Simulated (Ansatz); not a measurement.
# Charge trapping in a frame of liquid (K,Cs,Na)F from 1100 K (106 atoms)

Does an extra electron or hole in a frame of liquid (K,Cs,Na)F from 1100 K (106 atoms) stay spread out, or do the atoms trap it?

Method: Kohn-Sham DFT, PBE, PAW (set soft_2), plane waves, in Ansatz 0.2.0.

## Step 1: Set-up

The cell holds 106 atoms: 22 K, 6 Cs, 25 Na and 53 F. Its edges and angles: a = 13.427 Å, b = 13.427 Å, c = 13.427 Å, α = 90.0°, β = 90.0°, γ = 90.0°. 106 atoms (22 K, 6 Cs, 25 Na, 53 F) placed at random at 2.13 g/cm³, melted at 1600 K for 10 ps at fixed volume with the Lennard-Jones and Coulomb ion parameters for SPC/E (Joung and Cheatham, J. Phys. Chem. B 112, 9020 (2008)), full charges. Snapshot at the end of a hold of 15 ps at 1100 K and zero pressure.

Limits known from the start: The network of bonds at the start is that of the classical potential that made the cell, and needn't be the one that DFT or experiment would give. The ion parameters were fitted for water, not for melts, so the density of this cell may lie well off the real melt's. The Brillouin zone is sampled at Γ only, in a cell whose shortest periodic width is 13 Å. No spin–orbit coupling is included, so levels derived from the heavy atoms are approximate. The liquid is relaxed first, so the results are those of a frozen frame at zero temperature.

## Step 2: Single point at the start

A single point comes first, to see the forces before anything moves.

The input, input.yaml:

```yaml
crystal:
  lattice:
    - [13.42746, 0.0, 0.0]
    - [0.0, 13.42746, 0.0]
    - [0.0, 0.0, 13.42746]
  atoms:
    - { symbol: K, position: [0.68432, 0.5379, 0.63501] }
    - { symbol: K, position: [0.61419, 0.35082, 0.97445] }
    - { symbol: K, position: [0.34361, 0.15174, 0.77422] }
    - { symbol: K, position: [0.25, 0.58265, 0.94478] }
    - { symbol: K, position: [0.19744, 0.14189, 0.48816] }
    - { symbol: K, position: [0.12261, 0.29152, 0.2688] }
    - { symbol: K, position: [0.86306, 0.62078, 0.80168] }
    - { symbol: K, position: [0.07672, 0.90574, 0.41906] }
    - { symbol: K, position: [0.67514, 0.21434, 0.25413] }
    - { symbol: K, position: [0.88777, 0.16771, 0.7791] }
    - { symbol: K, position: [0.84556, 0.43334, 0.96732] }
    - { symbol: K, position: [0.03545, 0.0638, 0.1859] }
    - { symbol: K, position: [0.58702, 0.84789, 0.57263] }
    - { symbol: K, position: [0.34065, 0.83649, 0.67506] }
    - { symbol: K, position: [0.37536, 0.94164, 0.42162] }
    - { symbol: K, position: [0.08927, 0.12317, 0.94192] }
    - { symbol: K, position: [0.09804, 0.87068, 0.93029] }
    - { symbol: K, position: [0.29966, 0.08795, 0.16061] }
    - { symbol: K, position: [0.61862, 0.16566, 0.75886] }
    - { symbol: K, position: [0.47675, 0.43772, 0.7779] }
    - { symbol: K, position: [0.86837, 0.85377, 0.6369] }
    - { symbol: K, position: [0.33087, 0.92174, 0.98853] }
    - { symbol: Cs, position: [0.84805, 0.83185, 0.00265] }
    - { symbol: Cs, position: [0.88802, 0.36211, 0.28055] }
    - { symbol: Cs, position: [0.3315, 0.56608, 0.41656] }
    - { symbol: Cs, position: [0.42642, 0.66273, 0.0837] }
    - { symbol: Cs, position: [0.60873, 0.74141, 0.35205] }
    - { symbol: Cs, position: [0.71418, 0.61566, 0.12605] }
    - { symbol: Na, position: [0.41342, 0.27463, 0.56495] }
    - { symbol: Na, position: [0.5754, 0.65548, 0.87458] }
    - { symbol: Na, position: [0.07086, 0.65068, 0.05946] }
    - { symbol: Na, position: [0.45549, 0.32237, 0.30073] }
    - { symbol: Na, position: [0.60438, 0.89909, 0.82939] }
    - { symbol: Na, position: [0.92612, 0.12608, 0.5128] }
    - { symbol: Na, position: [0.58063, 0.12321, 0.03137] }
    - { symbol: Na, position: [0.81949, 0.11092, 0.9851] }
    - { symbol: Na, position: [0.05429, 0.5847, 0.23924] }
    - { symbol: Na, position: [0.08647, 0.36613, 0.99204] }
    - { symbol: Na, position: [0.53436, 0.92572, 0.119] }
    - { symbol: Na, position: [0.14827, 0.4056, 0.77715] }
    - { symbol: Na, position: [0.86561, 0.60698, 0.49619] }
    - { symbol: Na, position: [0.37072, 0.62029, 0.64298] }
    - { symbol: Na, position: [0.20966, 0.37636, 0.50308] }
    - { symbol: Na, position: [0.90157, 0.79586, 0.27278] }
    - { symbol: Na, position: [0.17748, 0.85384, 0.19036] }
    - { symbol: Na, position: [0.08878, 0.6632, 0.7116] }
    - { symbol: Na, position: [0.58828, 0.1051, 0.49887] }
    - { symbol: Na, position: [0.73354, 0.98887, 0.30801] }
    - { symbol: Na, position: [0.09414, 0.63027, 0.44238] }
    - { symbol: Na, position: [0.9466, 0.36205, 0.56095] }
    - { symbol: Na, position: [0.6985, 0.30486, 0.5251] }
    - { symbol: Na, position: [0.3637, 0.28392, 0.00526] }
    - { symbol: Na, position: [0.12565, 0.95313, 0.69457] }
    - { symbol: F, position: [0.05431, 0.52781, 0.89333] }
    - { symbol: F, position: [0.42841, 0.07273, 0.00574] }
    - { symbol: F, position: [0.44621, 0.46655, 0.59139] }
    - { symbol: F, position: [0.02452, 0.2537, 0.4456] }
    - { symbol: F, position: [0.90554, 0.95772, 0.31101] }
    - { symbol: F, position: [0.96312, 0.0237, 0.64716] }
    - { symbol: F, position: [0.21563, 0.74668, 0.0464] }
    - { symbol: F, position: [0.76123, 0.37507, 0.1209] }
    - { symbol: F, position: [0.73851, 0.22814, 0.90588] }
    - { symbol: F, position: [0.73668, 0.81207, 0.22048] }
    - { symbol: F, position: [0.27858, 0.37601, 0.89164] }
    - { symbol: F, position: [0.13923, 0.46041, 0.38263] }
    - { symbol: F, position: [0.95153, 0.01019, 0.97581] }
    - { symbol: F, position: [0.00461, 0.81244, 0.13825] }
    - { symbol: F, position: [0.30446, 0.3196, 0.3635] }
    - { symbol: F, position: [0.18257, 0.55085, 0.62639] }
    - { symbol: F, position: [0.90687, 0.61946, 0.04835] }
    - { symbol: F, position: [0.41416, 0.10421, 0.54982] }
    - { symbol: F, position: [0.79958, 0.4336, 0.46633] }
    - { symbol: F, position: [0.75572, 0.12469, 0.40497] }
    - { symbol: F, position: [0.5734, 0.99886, 0.69945] }
    - { symbol: F, position: [0.01151, 0.27611, 0.86182] }
    - { symbol: F, position: [0.81017, 0.23286, 0.62267] }
    - { symbol: F, position: [0.69671, 0.00123, 0.93761] }
    - { symbol: F, position: [0.20144, 0.94002, 0.54134] }
    [... 22 atom lines left out ...]
    - { symbol: F, position: [0.51681, 0.52699, 0.96021] }
    - { symbol: F, position: [0.9158, 0.52834, 0.65148] }
    - { symbol: F, position: [0.92477, 0.64017, 0.32664] }
    - { symbol: F, position: [0.966, 0.24913, 0.12246] }
    - { symbol: F, position: [0.5019, 0.58735, 0.27376] }
    - { symbol: F, position: [0.23723, 0.98973, 0.81843] }
kpoints:
  mp_grid: { grid: [1, 1, 1] }
hamiltonian:
  xc: pbe
scf:
  occupations: { method: gaussian, width: 0.025 }
output:
  forces: true
```

Started as:

```bash
$ ansatz run input.yaml --threads 4 --pin off --max-ram 15872MiB --backend cpu --events-out ev --progress --plain --runs-dir out
```

Numbers of over 12 decimals in the logs are rounded to 6 here.

The log of the run:

```text
Engine: ansatz 0.2.0, x86_64-unknown-linux-gnu
Pseudopotentials: kind: paw
Pseudopotential: K, paw, valence charge 9, recommended cutoff 420 eV (normal), K.paw.azcp
Pseudopotential: Cs, paw, valence charge 9, recommended cutoff 420 eV (normal), Cs.paw.azcp
Pseudopotential: Na, paw, valence charge 9, recommended cutoff 420 eV (normal), Na.paw.azcp
Pseudopotential: F, paw, valence charge 7, recommended cutoff 420 eV (normal), F.paw.azcp
[... 5 lines on functional and potentials left out ...]
Crystal: 106 atoms, lattice volume = 2420.926 Å³
Basis set: ecut = 420 eV, 47257 PW (Γ), exchange–correlation on 180×180×180 points (8 copies of the dense FFT grid, shifted against one another)
Bands: 530, of which v1, the nominal top of the filled ones, is band 424 counted from 1 (423 counted from 0)
Symmetry: 1 space group operations
Space group: P1 (ITA 1), of the structure as read, at distance tolerance 1.3e-4 Å
k-points: 1
[... 9 lines on functional and potentials left out ...]
Initial density: superposition of atomic densities (neutral atoms: chi_scale 0, normalization atom), corrected by the library's trained network
Initial wavefunctions: pseudopotential atomic-orbital guess
Functional: x = pbe(κ = 0.804, μ = 0.219515), c = pbe(β = 0.066725)
SCF iter   1: F=—  HF=-147974.687528 eV  |F-HF|=—  |Δ(HF+E_count)|=         —  Δρ=1.16e-3  dr2=4.91e-2  ethr=1.77e-3  ⟨swp⟩=6.0  Hψ=2261  notcnv=0  defer=70
preconditioner: auto → Resta (q_TF=auto, 2.291 Å⁻¹)  ε∞=2.4  [insulator: Δε(μ)=3.482 eV  Ē_g=17.471 eV  σ=0.025 eV  W_gap=1.00  n_scr=460 (ndim 8)  ℏωp=20.7 eV  f_vac=0.268  D(μ)=0.00/eV (n_scr^D=0)  ε∞_Penn≈2.4]
SCF iter   2: F=—  HF=-147974.681535 eV  |F-HF|=—  |Δ(HF+E_count)|=   5.99e-3  Δρ=6.61e-4  dr2=1.36e-2  ethr=5.79e-6  ⟨swp⟩=2.0  Hψ=1042  notcnv=0  defer=98
SCF iter   3: F=—  HF=-147974.681963 eV  |F-HF|=—  |Δ(HF+E_count)|=   4.28e-4  Δρ=2.93e-4  dr2=4.68e-3  ethr=1.60e-6  ⟨swp⟩=2.0  Hψ=726  notcnv=0  defer=60
automatic band count: iteration 3 solves 492 bands in place of 530: the levels show a gap, and the empty bands left out lie too high to hold charge; the band table lists the bands solved (type scf.n_extra_bands for more)
SCF iter   4: F=—  HF=-147974.681838 eV  |F-HF|=—  |Δ(HF+E_count)|=   1.26e-4  Δρ=8.97e-5  dr2=2.43e-4  ethr=5.52e-7  ⟨swp⟩=2.0  Hψ=699  notcnv=0  defer=60
SCF iter   5: F=—  HF=-147974.681865 eV  |F-HF|=—  |Δ(HF+E_count)|=   2.74e-5  Δρ=6.16e-5  dr2=6.32e-5  ethr=2.87e-8  ⟨swp⟩=2.0  Hψ=811  notcnv=0  defer=60
SCF iter   6: F=—  HF=-147974.682540 eV  |F-HF|=—  |Δ(HF+E_count)|=   6.76e-4  Δρ=2.58e-5  dr2=1.16e-5  ethr=7.45e-9  ⟨swp⟩=3.0  Hψ=902  notcnv=0  defer=60
SCF iter   7: F=—  HF=-147974.682541 eV  |F-HF|=—  |Δ(HF+E_count)|=   8.00e-7  Δρ=5.21e-6  dr2=6.76e-7  ethr=1.36e-9  ⟨swp⟩=2.0  Hψ=717  notcnv=0  defer=60
SCF iter   8: F=—  HF=-147974.682542 eV  |F-HF|=—  |Δ(HF+E_count)|=   6.35e-7  Δρ=3.41e-6  dr2=1.96e-7  ethr=7.97e-11  ⟨swp⟩=2.0  Hψ=809  notcnv=0  defer=60
SCF iter   9: F=-147974.682542 eV  HF=-147974.682542 eV  |F-HF|=1.92e-9  |Δ(HF+E_count)|=   2.74e-9  Δρ=8.74e-7  dr2=1.51e-8  ethr=1.18e-11  ⟨swp⟩=4.0  Hψ=1311  notcnv=0
SCF 1 converged in 9 iterations: F = -147974.682542 eV  dr2 = 1.51e-8
  greatest PAW one-centre occupation: 0.999 electrons in one spin orbital (limit 2), on the Na atom at site 43 (counted from 0), in its partial waves of l = 0
SCF converged after 9 iterations
Free energy (F): -147974.682542 eV
Harris-Foulkes:  -147974.682542 eV  (|F-HF|=1.92e-9)
Internal energy: -147974.682542 eV  (E = F + TS)
E sigma→0 (E₀):  -147974.682542 eV
Fermi energy:    2.450463 eV
--- Per-component energies (eV) ---
  E_band       = -10752.618903
  E_kinetic    = 20413.816483
  E_local      = -91565.408699  (includes V_loc(G=0)·N_el)
  E_nonlocal   = 7215.422875
  E_hartree    = 34767.858663
  E_xc         = -9272.343169
  E_vxc        = -11118.930718  (∫ρ·V_xc dr)
  E_paw        = -64788.802718  (= ΣΔE_a)
  E_vpaw       = -5233.345604  (= ΣTr[D̂ρ^β])
  E_aug_tail   = 0.107811  (compensation charges beyond the density's cutoff)
  E_ewald      = -44745.333787
  E_smearing   = -0.000000  (= −TS)
  E_closure    = -0.000000  (closes the sum)
  Σ components = -147974.682542   (vs F -147974.682542, Δ=0.00e0)
--- Forces (eV/Å), atoms counted from 1 ---
  atom   1  K     -0.31275883    -0.09443479     0.15091453
  atom   2  K     -0.20040038     0.56470639     0.10627128
  atom   3  K      0.08222784     0.15767489     0.03715579
  atom   4  K     -0.48366510    -0.42979407    -0.53713506
  atom   5  K      0.40466346    -0.32627670    -0.06026356
  atom   6  K      0.80237287     0.31072857    -0.30721695
  atom   7  K      0.01052945     0.12359101     0.34717594
  atom   8  K     -0.35207131    -0.56092597    -0.27054667
  atom   9  K     -0.24807913     0.27651496     0.13737759
  atom  10  K     -0.22397664    -0.02314085    -0.28230103
  atom  11  K      0.41141975    -0.19938240    -0.24866738
  atom  12  K     -0.40466315    -0.35813481    -0.17495176
  atom  13  K      0.12785105    -0.25732156     0.52774650
  atom  14  K     -0.13908283     0.43490384    -0.08880569
[...]
atom 105  F     -0.16315877     0.01392297    -0.26743134
  atom 106  F     -0.34532020     0.02311812    -0.33647121
  max |Σ_I F_I| component: 1.35e-4 eV/Å
```

The job ended after 27 s (4 threads of Intel Xeon Platinum 8259CL at 2.50GHz (Skylake/Cascade Lake), shared host; peak memory 3.5 GiB; 90 s of CPU time).

The r.m.s. force at the start is 0.33 eV/Å.

## Step 3: Relaxation

The atoms are relaxed in the fixed cell, aiming at the force tolerance of the input.

The input, input.yaml:

```yaml
crystal:
  lattice:
    - [13.42746, 0.0, 0.0]
    - [0.0, 13.42746, 0.0]
    - [0.0, 0.0, 13.42746]
  atoms:
    [... the 106 atom lines of step 2 ...]
kpoints:
  mp_grid: { grid: [1, 1, 1] }
hamiltonian:
  xc: pbe
scf:
  occupations: { method: gaussian, width: 0.025 }
output:
  forces: true
relax:
  f_tol: 0.06
  max_steps: 150
```

The log of the run:

```text
[...]
Crystal: 106 atoms, lattice volume = 2420.926 Å³
Basis set: ecut = 420 eV, 47257 PW (Γ), exchange–correlation on 180×180×180 points (8 copies of the dense FFT grid, shifted against one another)
Bands: 530, of which v1, the nominal top of the filled ones, is band 424 counted from 1 (423 counted from 0)
Symmetry: 1 space group operations
[...]
k-points: 1
[...]
SCF iter   1: F=—  HF=-147974.687531 eV  |F-HF|=—  |Δ(HF+E_count)|=         —  Δρ=1.16e-3  dr2=4.91e-2  ethr=1.77e-3  ⟨swp⟩=6.0  Hψ=2261  notcnv=0  defer=70
[...]
SCF iter   5: F=-147974.682507 eV  HF=-147974.682543 eV  |F-HF|=3.63e-5  |Δ(HF+E_count)|=   6.65e-5  Δρ=6.22e-5  dr2=6.43e-5  ethr=2.87e-8  ⟨swp⟩=2.0  Hψ=811  notcnv=0  defer=98
SCF iter   6: F=-147974.682536 eV  HF=-147974.682541 eV  |F-HF|=4.71e-6  |Δ(HF+E_count)|=   2.34e-6  Δρ=2.54e-5  dr2=1.14e-5  ethr=7.59e-9  ⟨swp⟩=2.0  Hψ=1390  notcnv=0
SCF 1 converged in 6 iterations: F = -147974.682536 eV  dr2 = 1.14e-5
[...]
relax step   1: F+E_penalty+E_count = -147974.68253596 eV  Δ(F+E_penalty+E_count) = +0.000e0 eV  max|allowed force component| = 8.730e-1 eV/Å  Δτ_max = 0.0000 Å  (6 SCF iters, dr2 threshold 9.00e-5 eV, accepted)
[...]
relax step   2: F+E_penalty+E_count = -147978.96870096 eV  Δ(F+E_penalty+E_count) = -4.286e0 eV  max|allowed force component| = 5.516e-1 eV/Å  Δτ_max = 0.1949 Å  (7 SCF iters, dr2 threshold 4.76e-5 eV, accepted)
[...]
relax step   3: F+E_penalty+E_count = -147981.45572486 eV  Δ(F+E_penalty+E_count) = -2.487e0 eV  max|allowed force component| = 3.939e-1 eV/Å  Δτ_max = 0.1994 Å  (8 SCF iters, dr2 threshold 1.90e-5 eV, accepted)
relax step   4: F+E_penalty+E_count = -147982.65877653 eV  Δ(F+E_penalty+E_count) = -1.203e0 eV  max|allowed force component| = 2.435e-1 eV/Å  Δτ_max = 0.1950 Å  (7 SCF iters, dr2 threshold 6.19e-5 eV, accepted)
relax step   5: F+E_penalty+E_count = -147983.41602804 eV  Δ(F+E_penalty+E_count) = -7.573e-1 eV  max|allowed force component| = 2.318e-1 eV/Å  Δτ_max = 0.1941 Å  (7 SCF iters, dr2 threshold 2.26e-5 eV, accepted)
relax step   6: F+E_penalty+E_count = -147983.90910716 eV  Δ(F+E_penalty+E_count) = -4.931e-1 eV  max|allowed force component| = 1.837e-1 eV/Å  Δτ_max = 0.1918 Å  (7 SCF iters, dr2 threshold 2.05e-5 eV, accepted)
relax step   7: F+E_penalty+E_count = -147984.28062506 eV  Δ(F+E_penalty+E_count) = -3.715e-1 eV  max|allowed force component| = 2.048e-1 eV/Å  Δτ_max = 0.1946 Å  (7 SCF iters, dr2 threshold 2.12e-5 eV, accepted)
relax step   8: F+E_penalty+E_count = -147984.55969839 eV  Δ(F+E_penalty+E_count) = -2.791e-1 eV  max|allowed force component| = 1.495e-1 eV/Å  Δτ_max = 0.1950 Å  (7 SCF iters, dr2 threshold 2.64e-5 eV, accepted)
relax step   9: F+E_penalty+E_count = -147984.82440982 eV  Δ(F+E_penalty+E_count) = -2.647e-1 eV  max|allowed force component| = 1.666e-1 eV/Å  Δτ_max = 0.1953 Å  (7 SCF iters, dr2 threshold 1.19e-5 eV, accepted)
relax step  10: F+E_penalty+E_count = -147985.05442292 eV  Δ(F+E_penalty+E_count) = -2.300e-1 eV  max|allowed force component| = 1.000e-1 eV/Å  Δτ_max = 0.1912 Å  (7 SCF iters, dr2 threshold 1.48e-5 eV, accepted)
relax step  11: F+E_penalty+E_count = -147985.33495416 eV  Δ(F+E_penalty+E_count) = -2.805e-1 eV  max|allowed force component| = 8.704e-2 eV/Å  Δτ_max = 0.2000 Å  (8 SCF iters, dr2 threshold 3.61e-6 eV, accepted)
relax step  12: F+E_penalty+E_count = -147985.55752455 eV  Δ(F+E_penalty+E_count) = -2.226e-1 eV  max|allowed force component| = 1.085e-1 eV/Å  Δτ_max = 0.1958 Å  (10 SCF iters, accepted)
relax step  13: F+E_penalty+E_count = -147985.69537328 eV  Δ(F+E_penalty+E_count) = -1.378e-1 eV  max|allowed force component| = 1.131e-1 eV/Å  Δτ_max = 0.1955 Å  (7 SCF iters, dr2 threshold 8.92e-6 eV, accepted)
relax step  14: F+E_penalty+E_count = -147985.84208871 eV  Δ(F+E_penalty+E_count) = -1.467e-1 eV  max|allowed force component| = 1.161e-1 eV/Å  Δτ_max = 0.1954 Å  (7 SCF iters, dr2 threshold 1.28e-5 eV, accepted)
relax step  15: F+E_penalty+E_count = -147985.98849785 eV  Δ(F+E_penalty+E_count) = -1.464e-1 eV  max|allowed force component| = 1.555e-1 eV/Å  Δτ_max = 0.1953 Å  (7 SCF iters, dr2 threshold 1.35e-5 eV, accepted)
relax step  16: F+E_penalty+E_count = -147986.13762441 eV  Δ(F+E_penalty+E_count) = -1.491e-1 eV  max|allowed force component| = 1.560e-1 eV/Å  Δτ_max = 0.2000 Å  (6 SCF iters, dr2 threshold 2.42e-5 eV, accepted)
relax step  17: F+E_penalty+E_count = -147986.26025564 eV  Δ(F+E_penalty+E_count) = -1.226e-1 eV  max|allowed force component| = 1.093e-1 eV/Å  Δτ_max = 0.1925 Å  (6 SCF iters, dr2 threshold 2.43e-5 eV, accepted)
relax step  18: F+E_penalty+E_count = -147986.35541441 eV  Δ(F+E_penalty+E_count) = -9.516e-2 eV  max|allowed force component| = 7.738e-2 eV/Å  Δτ_max = 0.2000 Å  (8 SCF iters, dr2 threshold 5.88e-6 eV, accepted)
relax step  19: F+E_penalty+E_count = -147986.45309132 eV  Δ(F+E_penalty+E_count) = -9.768e-2 eV  max|allowed force component| = 6.894e-2 eV/Å  Δτ_max = 0.1951 Å  (10 SCF iters, accepted)
relax step  20: F+E_penalty+E_count = -147986.54007244 eV  Δ(F+E_penalty+E_count) = -8.698e-2 eV  max|allowed force component| = 7.929e-2 eV/Å  Δτ_max = 0.1977 Å  (10 SCF iters, accepted)
relax step  21: F+E_penalty+E_count = -147986.63226735 eV  Δ(F+E_penalty+E_count) = -9.219e-2 eV  max|allowed force component| = 8.458e-2 eV/Å  Δτ_max = 0.1916 Å  (8 SCF iters, dr2 threshold 4.99e-6 eV, accepted)
relax step  22: F+E_penalty+E_count = -147986.70843468 eV  Δ(F+E_penalty+E_count) = -7.617e-2 eV  max|allowed force component| = 8.686e-2 eV/Å  Δτ_max = 0.1991 Å  (8 SCF iters, dr2 threshold 7.15e-6 eV, accepted)
relax step  23: F+E_penalty+E_count = -147986.74072999 eV  Δ(F+E_penalty+E_count) = -3.230e-2 eV  max|allowed force component| = 4.015e-1 eV/Å  Δτ_max = 0.1348 Å  (7 SCF iters, dr2 threshold 7.54e-6 eV, accepted)
relax step  24: F+E_penalty+E_count = -147986.85166064 eV  Δ(F+E_penalty+E_count) = -1.109e-1 eV  max|allowed force component| = 1.530e-1 eV/Å  Δτ_max = 0.2000 Å  (6 SCF iters, dr2 threshold 1.00e-4 eV, accepted)
relax step  25: F+E_penalty+E_count = -147986.91163710 eV  Δ(F+E_penalty+E_count) = -5.998e-2 eV  max|allowed force component| = 9.410e-2 eV/Å  Δτ_max = 0.1960 Å  (10 SCF iters, accepted)
relax step  26: F+E_penalty+E_count = -147986.95923241 eV  Δ(F+E_penalty+E_count) = -4.760e-2 eV  max|allowed force component| = 5.482e-2 eV/Å  Δτ_max = 0.2000 Å  (10 SCF iters, accepted)
relax step  27: F+E_penalty+E_count = -147986.97318410 eV  Δ(F+E_penalty+E_count) = -1.395e-2 eV  max|allowed force component| = 6.399e-2 eV/Å  Δτ_max = 0.0832 Å  (8 SCF iters, accepted)
relax step  28: F+E_penalty+E_count = -147986.99868332 eV  Δ(F+E_penalty+E_count) = -2.550e-2 eV  max|allowed force component| = 7.442e-2 eV/Å  Δτ_max = 0.2000 Å  (8 SCF iters, accepted)
relax step  29: F+E_penalty+E_count = -147987.00905394 eV  Δ(F+E_penalty+E_count) = -1.037e-2 eV  max|allowed force component| = 7.099e-2 eV/Å  Δτ_max = 0.1969 Å  (7 SCF iters, dr2 threshold 5.54e-6 eV, accepted)
relax step  30: F+E_penalty+E_count = -147987.02131032 eV  Δ(F+E_penalty+E_count) = -1.226e-2 eV  max|allowed force component| = 5.381e-2 eV/Å  Δτ_max = 0.0621 Å  (6 SCF iters, dr2 threshold 4.59e-6 eV, accepted)
relax step  31: F+E_penalty+E_count = -147987.02131052 eV  Δ(F+E_penalty+E_count) = -2.007e-7 eV  max|allowed force component| = 5.392e-2 eV/Å  Δτ_max = 0.0000 Å  (4 SCF iters, accepted)
[...]
relax step  32: F+E_penalty+E_count = -147987.03694038 eV  Δ(F+E_penalty+E_count) = -1.563e-2 eV  max|allowed force component| = 5.128e-2 eV/Å  Δτ_max = 0.1948 Å  (9 SCF iters, accepted)
SCF converged after 9 iterations
Free energy (F): -147987.036940 eV
[...]
Internal energy: -147987.036940 eV  (E = F + TS)
E sigma→0 (E₀):  -147987.036940 eV
Fermi energy:    2.170419 eV
[...]
Σ components = -147987.036940   (vs F -147987.036940, Δ=0.00e0)
--- Forces (eV/Å), atoms counted from 1 ---
  atom   1  K      0.00438504    -0.01039673    -0.00946063
  atom   2  K      0.02848533    -0.01662561     0.01623418
  atom   3  K      0.00421704     0.02191649    -0.00172764
  atom   4  K     -0.00952708    -0.01344000    -0.01177165
[...]
atom 106  F      0.01039601    -0.00662369     0.00046997
  max |Σ_I F_I| component: 2.05e-4 eV/Å
--- Relaxed structure (32 steps of the walk, 32 accepted, 0 SCFs on fresh bases) ---
  F+E_penalty+E_count = -147987.03694038 eV   max|allowed force component| = 5.128e-2 eV/Å
  atoms:
    - { symbol: K, position: [0.676986, 0.531819, 0.608976] }
    - { symbol: K, position: [0.677325, 0.405512, 1.005186] }
    - { symbol: K, position: [0.464879, 0.129162, 0.692314] }
    - { symbol: K, position: [0.238593, 0.623822, 0.891980] }
[...]
- { symbol: F, position: [0.191569, 0.985275, 0.846533] }
```

Run time: 9.9 min. Hardware: 4 threads; peak memory 3.4 GiB.

The relaxation converged after 32 steps, 12.4 eV below its start, with a largest force component of 0.051 eV/Å.

(Part 1 of 4 ends here.)

[Logs are printed without paths, hosts, clocks, repeated set-up lines and the standing remarks that a program may print on its own settings, such as how far it seeks lower states.]

[Hosts, paths, dates, database ids (printed as entryN), source tags and the programs' standing remarks are cut or masked in the printed files.]
